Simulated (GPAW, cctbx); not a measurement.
## Reading charge transfer from structure factors

CuSb2, Fm-3m (no. 225), a = 6.6023 Å, b = 6.6023 Å, c = 6.6023 Å, α = 90.00°, β = 90.00°, γ = 90.00°.

```csv
atom,mult.,x,y,z
Sb1,8,1/4,1/4,3/4
Cu1,4,0,0,0
```

The cell comes from substitution in a known structure type and wasn't matched to any measured phase.

Absolute values of the static structure factors of the conventional cell from DFT (PBE, GPAW) against free spherical atoms, in electrons:

```
hkl  d (Å)  free atoms  crystal
111  3.812      103.85   103.89
020  3.301      251.00   251.42
022  2.334      412.45   411.44
131  1.991       85.95    85.09
222  1.906      215.06   215.36
040  1.651      360.96   360.72
133  1.515       74.81    74.73
042  1.476      194.65   194.99
242  1.348      325.65   325.63
333  1.271       66.64    66.57
```

**Question.** Which way does charge move, and which reflections show it best?

Project each element's phase sum on the total phase. At low angle |F| should rise if density moves to atoms that scatter in phase and fall if it moves to atoms that scatter against it.

| hkl | Sb in phase | Cu in phase | change (e) | (%) |
| --- | --- | --- | --- | --- |
| 111 | 0.0 | +4.0 | +0.04 | 0.0 |
| 020 | +8.0 | -4.0 | +0.42 | +0.2 |
| 022 | +8.0 | +4.0 | -1.00 | -0.2 |
| 131 | 0.0 | +4.0 | -0.86 | -1.0 |
| 222 | +8.0 | -4.0 | +0.30 | +0.1 |
| 040 | +8.0 | +4.0 | -0.24 | -0.1 |
| 133 | 0.0 | +4.0 | -0.09 | -0.1 |
| 042 | +8.0 | -4.0 | +0.35 | +0.2 |

Low-angle reflections that set elements apart and change by more than 0.05 e: 020, 131 and 222. The real-space density gives Voronoi charges Sb +0.03, Cu -0.06 e. The rule read on the reflections points the other way from these charges in every case, so the two measures disagree on the direction. The reflections see the density near the nuclei and the atoms' change of size and shape; Voronoi cells count what crosses the midplanes.

[Outputs are excerpts: Python notices, other lines and further rows are left out; steps that failed or that the build refused (PBEsol, TPSS) are not shown.]

[Logs are printed without paths, hosts, clocks, repeated set-up lines and the standing remarks that a program may print on its own settings, such as how far it seeks lower states.]
